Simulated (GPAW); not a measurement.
# Cutoff, mesh and smearing for a 5-layer slab of Na(100)

How do cutoff, mesh, smearing and the dipole layer change the work function of a 5-layer slab of Na(100)?

Method: GPAW, PAW setups; slab in vacuum, in GPAW 26.7.0.

This is a report of a sequence of runs, with most program output left out.

## 1. Set-up

The cell holds 5 atoms: 5 Na. Cell: a = 4.230 Å, b = 4.230 Å, c = 22.460 Å, α = 90.0°, β = 90.0°, γ = 90.0°. Vacuum lies along c.

## 2. Relaxing the atoms

Forces are removed first; all later runs use this geometry. The lowest 2 atoms are held at bulk positions and keep their forces.

Contents of run.py:

```python
import json
import numpy as np
from ase import Atoms
from ase.constraints import FixAtoms
from ase.optimize import BFGS
from gpaw import GPAW, PW

slab = Atoms(
    ['Na', 'Na', 'Na', 'Na', 'Na'],
    positions=[
        [0.00000, 0.00000, 7.00000],
        [2.11500, 2.11500, 9.11500],
        [0.00000, 0.00000, 11.23000],
        [2.11500, 2.11500, 13.34500],
        [0.00000, 0.00000, 15.46000]],
    cell=[[4.23, 0.0, 0.0], [0.0, 4.23, 0.0], [0.0, 0.0, 22.46]],
    pbc=[True, True, False])

slab.calc = GPAW(mode=PW(400), xc='PBE', kpts={'size': (8, 8, 1), 'gamma': True},
                 occupations={'name': 'fermi-dirac', 'width': 0.1}, nbands='140%',
                 convergence={'density': 0.0001}, maxiter=200,
                 poissonsolver={'dipolelayer': 'xy'},
                 symmetry={'tolerance': 1e-3}, txt='slab.txt')
result = {}
slab.set_constraint(FixAtoms([0, 1]))
path = []
opt = BFGS(slab, maxstep=0.2)
opt.attach(lambda: path.append((slab.get_potential_energy(), slab.positions.tolist(), slab.get_forces().tolist())))
result['relaxed'] = bool(opt.run(fmax=0.05, steps=30))
result['path'] = path
energy = slab.get_potential_energy()
fermi = slab.calc.get_fermi_level()
v = slab.calc.get_electrostatic_potential().mean((0, 1)) - fermi
n = slab.calc.get_pseudo_density().mean((0, 1))
L = slab.cell[2, 2]
z = np.arange(len(v)) * L / len(v)
low, high = slab.positions[:, 2].min(), slab.positions[:, 2].max()
below, above = np.interp([low - 4.8, high + 4.8], z, v)
slopes = [np.interp(x, z, np.gradient(v, z)) for x in (low - 4.8, high + 4.8)]
eps = np.array([[slab.calc.get_eigenvalues(k, s) for k in range(len(slab.calc.get_ibz_k_points()))]
                for s in range(slab.calc.get_number_of_spins())]) - fermi
top, bottom = eps[eps < 0].max(), eps[eps > 0].min()
dipole = slab.get_dipole_moment()[2]
print(f'energy {energy:.4f} eV, Fermi level {fermi:.4f} eV, dipole {dipole:.5f} e A')
print(f'potential 4.8 A off the faces, from the Fermi level: lower {below:.4f} eV, upper {above:.4f} eV')
print(f'slope of the potential there: lower {slopes[0]:.5f}, upper {slopes[1]:.5f} eV/A')
print(f'nearest levels on the mesh: {top:.4f} and {bottom:.4f} eV')
print('magnetic moment', round(slab.get_magnetic_moment(), 3))
result.update(energy=energy, fermi=fermi, dipole=dipole, below=below, above=above, slopes=slopes, edges=[top, bottom],
              z=z.tolist(), v=v.tolist(), n=n.tolist(), positions=slab.positions.tolist(),
              forces=slab.get_forces(apply_constraint=False).tolist(), moments=slab.get_magnetic_moments().tolist())
json.dump(result, open('result.json', 'w'))
```

Run with:

```
$ OMP_NUM_THREADS=1 OPENBLAS_NUM_THREADS=1 python run.py
```

Elapsed: 32 s, on 1 thread of Arm Neoverse V2, shared host; peak memory 0.26 GiB.

This step gave:

```
dipole along the normal                    : -1.12e-4 e·Å
levels nearest the Fermi level on the mesh : -0.03173, 0.01968 eV from the Fermi level
upper work function                        : 2.613 eV
lower work function                        : 2.613 eV
```

The electrostatic potential energy of an electron (without an applied field's), less the Fermi level, planar mean oscillates, so the rows of the table below give means over windows of 2.14 Å about each position, cut where the curve ends. Its maxima inside the range that stand out by 2 % of the span (Å: eV): 8.0: 0.833, 10.2: 0.785, 12.3: 0.785, 14.4: 0.833. Its minima: 7.0: -1.75, 9.1: -1.65, 11.2: -1.64, 13.4: -1.65, 15.5: -1.75.

The electrostatic potential energy of an electron (without an applied field's), less the Fermi level, planar mean by z; means over each step:

z (Å), electrostatic potential energy of an electron (without an applied field's), less the Fermi level, planar mean (eV) and a bar from the least value:
```
     1.07       2.61 ##############################
     3.21       2.59 ##############################
     5.35       1.88 ######################
     7.49      -0.29 
     9.63      -0.27 
    11.77      -0.26 
    13.91      -0.25 
    16.05       0.16 #####
    18.19       2.49 #############################
    20.33       2.61 ##############################
```

The pseudo valence density, planar mean oscillates, so the rows of the table below give means over windows of 2.14 Å about each position, cut where the curve ends. Its maxima inside the range that stand out by 2 % of the span (Å: e/Å³): 7.1: 0.480, 9.2: 0.472, 11.3: 0.460, 13.3: 0.472, 15.4: 0.480. Its minima: 8.1: 0.0364, 10.3: 0.0350, 12.2: 0.0350, 14.3: 0.0364.

Pseudo valence density, planar mean against z; means over each step:

| z (Å) | pseudo valence density, planar mean (e/Å³) |
| --- | --- |
| 1.07 | 8.0e-6 |
| 3.21 | 3.5e-4 |
| 5.35 | 0.0128 |
| 7.49 | 0.182 |
| 9.63 | 0.184 |
| 11.77 | 0.184 |
| 13.91 | 0.185 |
| 16.05 | 0.163 |
| 18.19 | 0.00194 |
| 20.33 | 5.4e-5 |

The starting forces already met the threshold, so no step was taken. The largest force left on a free atom is 0.011 eV/Å.

## 3. Plane waves, PBE

With the geometry fixed, the planar mean of the potential gives the vacuum level on each side.

Changes to run.py since step 2:

```diff
@@ -3,4 +3,2 @@
 from ase import Atoms
-from ase.constraints import FixAtoms
-from ase.optimize import BFGS
 from gpaw import GPAW, PW
@@ -20,3 +18,3 @@
                  occupations={'name': 'fermi-dirac', 'width': 0.1}, nbands='140%',
-                 convergence={'density': 0.0001}, maxiter=200,
+                 convergence={'density': 1e-05}, maxiter=200,
                  poissonsolver={'dipolelayer': 'xy'},
@@ -24,8 +22,2 @@
 result = {}
-slab.set_constraint(FixAtoms([0, 1]))
-path = []
-opt = BFGS(slab, maxstep=0.2)
-opt.attach(lambda: path.append((slab.get_potential_energy(), slab.positions.tolist(), slab.get_forces().tolist())))
-result['relaxed'] = bool(opt.run(fmax=0.05, steps=30))
-result['path'] = path
 energy = slab.get_potential_energy()
```

It took 32 s on 1 thread; peak memory 0.25 GiB.

The electrostatic potential energy of an electron (without an applied field's), less the Fermi level, planar mean oscillates, so the rows of the table below give means over windows of 2.14 Å about each position, cut where the curve ends. Its maxima inside the range that stand out by 2 % of the span (Å: eV): 8.0: 0.833, 10.2: 0.785, 12.3: 0.785, 14.4: 0.833. Its minima: 7.0: -1.75, 9.1: -1.65, 11.2: -1.64, 13.4: -1.65, 15.5: -1.75.

The electrostatic potential energy of an electron (without an applied field's), less the Fermi level, planar mean by z; means over each step:

| z (Å) | electrostatic potential energy of an electron (without an applied field's), less the Fermi level, planar mean (eV) |
| --- | --- |
| 1.07 | 2.61 |
| 3.21 | 2.59 |
| 5.35 | 1.88 |
| 7.49 | -0.290 |
| 9.63 | -0.267 |
| 11.77 | -0.265 |
| 13.91 | -0.251 |
| 16.05 | 0.156 |
| 18.19 | 2.49 |
| 20.33 | 2.61 |

The pseudo valence density, planar mean oscillates, so the rows of the table below give means over windows of 2.14 Å about each position, cut where the curve ends. Its maxima inside the range that stand out by 2 % of the span (Å: e/Å³): 7.1: 0.480, 9.2: 0.472, 11.3: 0.460, 13.3: 0.472, 15.4: 0.480. Its minima: 8.1: 0.0364, 10.3: 0.0350, 12.2: 0.0350, 14.3: 0.0364.

The pseudo valence density, planar mean by z; means over each step:

| z (Å) | pseudo valence density, planar mean (e/Å³) |
| --- | --- |
| 1.07 | 8.0e-6 |
| 3.21 | 3.5e-4 |
| 5.35 | 0.0128 |
| 7.49 | 0.182 |
| 9.63 | 0.184 |
| 11.77 | 0.184 |
| 13.91 | 0.185 |
| 16.05 | 0.163 |
| 18.19 | 0.00194 |
| 20.33 | 5.4e-5 |

The potential is flat to 0.003 eV/Å where it is read, so the vacuum is wide enough.

## 4. Cutoff 200

The cutoff limits how sharply the smooth valence waves can vary, which tells mostly near the atoms.

Changes to run.py since step 3:

```diff
@@ -16,3 +16,3 @@
 
-slab.calc = GPAW(mode=PW(400), xc='PBE', kpts={'size': (8, 8, 1), 'gamma': True},
+slab.calc = GPAW(mode=PW(200), xc='PBE', kpts={'size': (8, 8, 1), 'gamma': True},
                  occupations={'name': 'fermi-dirac', 'width': 0.1}, nbands='140%',
```

Elapsed: 13 s, on 1 thread; peak memory 0.16 GiB.

The run finished. A setting was moved off its sound value on purpose, so it serves as a test and not as the result.

The fault put into the input: a cutoff under that of the base run: the energy of the cell lies 0.67 eV from the base value (ecut = 200).

Side by side:

| quantity | this run | sound run | difference |
| --- | --- | --- | --- |
| upper work function (eV) | 2.6158 | 2.6133 | 0.00250 |
| lower work function (eV) | 2.6158 | 2.6133 | 0.00250 |

## 5. Cutoff 300

Changes to run.py since step 4:

```diff
@@ -16,3 +16,3 @@
 
-slab.calc = GPAW(mode=PW(200), xc='PBE', kpts={'size': (8, 8, 1), 'gamma': True},
+slab.calc = GPAW(mode=PW(300), xc='PBE', kpts={'size': (8, 8, 1), 'gamma': True},
                  occupations={'name': 'fermi-dirac', 'width': 0.1}, nbands='140%',
```

The job ended after 25 s (1 thread; peak memory 0.21 GiB).

The run finished. A setting was moved off its sound value on purpose, so it serves as a test and not as the result.

The fault put into the input: a cutoff under that of the base run: the energy of the cell lies 0.089 eV from the base value (ecut = 300).

The two runs compared:

| quantity | this run | sound run | difference |
| --- | --- | --- | --- |
| upper work function (eV) | 2.6152 | 2.6133 | 0.00193 |
| lower work function (eV) | 2.6152 | 2.6133 | 0.00193 |

## 6. Cutoff 700: ecut = 700

Changes to run.py since step 5:

```diff
@@ -16,3 +16,3 @@
 
-slab.calc = GPAW(mode=PW(300), xc='PBE', kpts={'size': (8, 8, 1), 'gamma': True},
+slab.calc = GPAW(mode=PW(700), xc='PBE', kpts={'size': (8, 8, 1), 'gamma': True},
                  occupations={'name': 'fermi-dirac', 'width': 0.1}, nbands='140%',
```

Wall time 88 s (1 thread); peak memory 0.45 GiB.

This step gave:

| Item | Value |
| --- | --- |
| levels nearest the Fermi level on the mesh | -0.03182, 0.01964 eV from the Fermi level |

The electrostatic potential energy of an electron (without an applied field's), less the Fermi level, planar mean oscillates, so the rows of the table below give means over windows of 2.09 Å about each position, cut where the curve ends. Its maxima inside the range that stand out by 2 % of the span (Å: eV): 8.1: 0.838, 10.2: 0.786, 12.3: 0.786, 14.4: 0.838. Its minima: 7.0: -1.76, 9.1: -1.65, 11.2: -1.64, 13.3: -1.65, 15.5: -1.76.

The electrostatic potential energy of an electron (without an applied field's), less the Fermi level, planar mean by z; means over each step:

| z (Å) | electrostatic potential energy of an electron (without an applied field's), less the Fermi level, planar mean (eV) |
| --- | --- |
| 1.04 | 2.61 |
| 3.13 | 2.60 |
| 5.22 | 2.02 |
| 7.31 | -0.300 |
| 9.40 | -0.274 |
| 11.49 | -0.272 |
| 13.58 | -0.262 |
| 15.67 | -0.176 |
| 17.77 | 2.36 |
| 19.85 | 2.61 |
| 21.95 | 2.61 |

The pseudo valence density, planar mean oscillates, so the rows of the table below give means over windows of 2.09 Å about each position, cut where the curve ends. Its maxima inside the range that stand out by 2 % of the span (Å: e/Å³): 7.1: 0.480, 9.1: 0.490, 11.2: 0.494, 13.3: 0.490, 15.4: 0.480. Its minima: 8.0: 0.0359, 10.1: 0.0342, 12.4: 0.0342, 14.4: 0.0359.

The pseudo valence density, planar mean by z; means over each step:

| z (Å) | pseudo valence density, planar mean (e/Å³) |
| --- | --- |
| 1.04 | 7.5e-6 |
| 3.13 | 3.0e-4 |
| 5.22 | 0.00861 |
| 7.31 | 0.184 |
| 9.40 | 0.186 |
| 11.49 | 0.187 |
| 13.58 | 0.187 |
| 15.67 | 0.179 |
| 17.77 | 0.00353 |
| 19.85 | 1.2e-4 |
| 21.95 | 4.1e-6 |

The upper face's work function is 2.613 eV, against 2.613 eV in the first plane-wave PBE run at this geometry.

## 7. K mesh 3×3

The mesh in the plane samples the bands: a metal's Fermi level needs it dense, and band edges must lie on it.

Changes to run.py since step 6:

```diff
@@ -16,3 +16,3 @@
 
-slab.calc = GPAW(mode=PW(700), xc='PBE', kpts={'size': (8, 8, 1), 'gamma': True},
+slab.calc = GPAW(mode=PW(400), xc='PBE', kpts={'size': (3, 3, 1), 'gamma': True},
                  occupations={'name': 'fermi-dirac', 'width': 0.1}, nbands='140%',
```

Elapsed: 8.5 s, on 1 thread; peak memory 0.2 GiB.

The run finished with changed settings (kpts = [3, 3]); it serves as a test.

Side by side:

| quantity | this run | sound run | difference |
| --- | --- | --- | --- |
| upper work function (eV) | 2.7705 | 2.6133 | 0.157 |
| lower work function (eV) | 2.7705 | 2.6133 | 0.157 |

One result that differs is the lower work function, 2.77 eV against 2.61 eV.

## 8. K mesh 5×5

Changes to run.py since step 7:

```diff
@@ -16,3 +16,3 @@
 
-slab.calc = GPAW(mode=PW(400), xc='PBE', kpts={'size': (3, 3, 1), 'gamma': True},
+slab.calc = GPAW(mode=PW(400), xc='PBE', kpts={'size': (5, 5, 1), 'gamma': True},
                  occupations={'name': 'fermi-dirac', 'width': 0.1}, nbands='140%',
```

Elapsed: 15 s, on 1 thread; peak memory 0.21 GiB.

The run finished with changed settings (kpts = [5, 5]); it serves as a test.

Side by side:

| quantity | this run | sound run | difference |
| --- | --- | --- | --- |
| upper work function (eV) | 2.5501 | 2.6133 | -0.0631 |
| lower work function (eV) | 2.5501 | 2.6133 | -0.0631 |

One result that differs is the upper work function, 2.55 eV against 2.61 eV.

## 9. K mesh 12×12: kpts = [12, 12]

Changes to run.py since step 8:

```diff
@@ -16,3 +16,3 @@
 
-slab.calc = GPAW(mode=PW(400), xc='PBE', kpts={'size': (5, 5, 1), 'gamma': True},
+slab.calc = GPAW(mode=PW(400), xc='PBE', kpts={'size': (12, 12, 1), 'gamma': True},
                  occupations={'name': 'fermi-dirac', 'width': 0.1}, nbands='140%',
```

Elapsed: 58 s, on 1 thread; peak memory 0.31 GiB.

This step gave:

```
levels nearest the Fermi level on the mesh : -0.02465, 0.009729 eV from the Fermi level
upper work function                        : 2.606 eV
lower work function                        : 2.606 eV
```

The electrostatic potential energy of an electron (without an applied field's), less the Fermi level, planar mean oscillates, so the rows of the table below give means over windows of 2.14 Å about each position, cut where the curve ends. Its maxima inside the range that stand out by 2 % of the span (Å: eV): 8.0: 0.851, 10.2: 0.836, 12.3: 0.836, 14.4: 0.851. Its minima: 7.0: -1.75, 9.1: -1.61, 11.2: -1.59, 13.4: -1.61, 15.5: -1.75.

Table of electrostatic potential energy of an electron (without an applied field's), less the Fermi level, planar mean by z; means over each step:

z (Å), electrostatic potential energy of an electron (without an applied field's), less the Fermi level, planar mean (eV) and a bar from the least value:
```
     1.07       2.61 ##############################
     3.21       2.59 ##############################
     5.35       1.88 ######################
     7.49      -0.28 
     9.63      -0.22 #
    11.77      -0.21 #
    13.91      -0.22 #
    16.05       0.16 #####
    18.19       2.48 #############################
    20.33       2.60 ##############################
```

The upper face's work function is 2.606 eV, against 2.613 eV in the first plane-wave PBE run at this geometry.

## 10. Scheme Marzari-Vanderbilt, smearing 0.2

Smearing changes the occupations near the Fermi level, and with them the level itself. Smearing helps the SCF of a metal converge, but it blurs occupations at band edges near the Fermi level.

Changes to run.py since step 9:

```diff
@@ -16,4 +16,4 @@
 
-slab.calc = GPAW(mode=PW(400), xc='PBE', kpts={'size': (12, 12, 1), 'gamma': True},
-                 occupations={'name': 'fermi-dirac', 'width': 0.1}, nbands='140%',
+slab.calc = GPAW(mode=PW(400), xc='PBE', kpts={'size': (8, 8, 1), 'gamma': True},
+                 occupations={'name': 'marzari-vanderbilt', 'width': 0.2}, nbands='140%',
                  convergence={'density': 1e-05}, maxiter=200,
```

Run time: 32 s. Hardware: 1 thread; peak memory 0.25 GiB.

Numbers from this step:

```
levels nearest the Fermi level on the mesh : -0.04973, 0.001329 eV from the Fermi level
upper work function                        : 2.570 eV
lower work function                        : 2.570 eV
```

The upper face's work function is 2.570 eV, against 2.613 eV in the first plane-wave PBE run at this geometry.

## 11. Cost and result by level

Times are for 1 thread of Arm Neoverse V2, shared host. Results by setting:

| no. | run | upper work function (eV) | time | memory (GiB) |
| --- | --- | --- | --- | --- |
| 1 | pw | 2.613 | 32 s | 0.25 |
| 2 | cutoff 700 | 2.613 | 88 s | 0.45 |
| 3 | k mesh 12×12 | 2.606 | 58 s | 0.31 |
| 4 | scheme Marzari-Vanderbilt, smearing 0.2 | 2.570 | 32 s | 0.25 |

## 12. Without the dipole layer

The dipole layer is taken out and the cell repeats along the normal.

Changes to run.py since step 10:

```diff
@@ -14,8 +14,7 @@
     cell=[[4.23, 0.0, 0.0], [0.0, 4.23, 0.0], [0.0, 0.0, 22.46]],
-    pbc=[True, True, False])
+    pbc=[True, True, True])
 
 slab.calc = GPAW(mode=PW(400), xc='PBE', kpts={'size': (8, 8, 1), 'gamma': True},
-                 occupations={'name': 'marzari-vanderbilt', 'width': 0.2}, nbands='140%',
+                 occupations={'name': 'fermi-dirac', 'width': 0.1}, nbands='140%',
                  convergence={'density': 1e-05}, maxiter=200,
-                 poissonsolver={'dipolelayer': 'xy'},
                  symmetry={'tolerance': 1e-3}, txt='slab.txt')
```

Wall time 32 s (1 thread); peak memory 0.25 GiB.

The run finished with changed settings (dipole = false and pbc_z = true); it serves as a test.

Side by side:

| quantity | this run | sound run | difference |
| --- | --- | --- | --- |
| upper work function (eV) | 2.6133 | 2.6133 | -1.8e-14 |
| lower work function (eV) | 2.6133 | 2.6133 | -4.3e-14 |

## 13. Side by side

Results and costs are gathered.

This step: comparison of work functions, dipole and cost (GPAW 26.7.0).

Ladder, by row:

| step | code | work function, upper (eV) | work function, lower (eV) | dipole (e Å) | wall time (s) | peak memory (GiB) | threads |
| --- | --- | --- | --- | --- | --- | --- | --- |
| pw | GPAW | 2.613 | 2.613 | -1.12e-4 | 31.9 | 0.25 | 1 |
| ecut200 | GPAW | 2.616 | 2.616 | -1.12e-4 | 12.68 | 0.16 | 1 |
| ecut300 | GPAW | 2.615 | 2.615 | -1.12e-4 | 25.02 | 0.21 | 1 |
| ecut700 | GPAW | 2.613 | 2.613 | -1.12e-4 | 87.99 | 0.45 | 1 |
| k3 | GPAW | 2.771 | 2.771 | -1.12e-4 | 8.53 | 0.2 | 1 |
| k5 | GPAW | 2.55 | 2.55 | -1.12e-4 | 14.51 | 0.21 | 1 |
| k12 | GPAW | 2.606 | 2.606 | -1.12e-4 | 58.43 | 0.31 | 1 |
| smear | GPAW | 2.57 | 2.57 | -1.12e-4 | 32.46 | 0.25 | 1 |
| nodip | GPAW | 2.613 | 2.613 | -1.12e-4 | 31.81 | 0.25 | 1 |

## 14. Results

```
work function, both faces : 2.61 eV
dipole along the normal   : -1.1e-4 e Å, near the numerical noise
```

**Reading.** With plane waves and PBE the work function is 2.61 eV on the upper face and 2.61 eV on the lower. The measured value for polycrystalline Na, which weights the faces of low work function, is 2.75 eV (as compiled in "Anisotropic work function of elemental crystals", 2019, arxiv:1902.07811); the relaxed upper face lies 0.14 eV under it with PBE. Measured work functions scatter by a tenth of an eV or more between methods. The other smearing (Marzari-Vanderbilt of 0.2 eV in place of Fermi-Dirac of 0.1) moves the two faces by -0.043 and -0.043 eV on the same mesh; a mesh is converged only for its smearing. Over the sound runs of the table the upper face's work function spans 2.57 (smear) to 2.613 eV (pw). The in-plane lattice was kept as typed, which isn't the functional's own and leaves some strain; spin-orbit coupling and temperature are left out.

[Logs are printed without paths, hosts, clocks, repeated set-up lines and the standing remarks that a program may print on its own settings, such as how far it seeks lower states.]

[Hosts, paths, dates, database ids (printed as entryN), source tags and the programs' standing remarks are cut or masked in the printed files.]
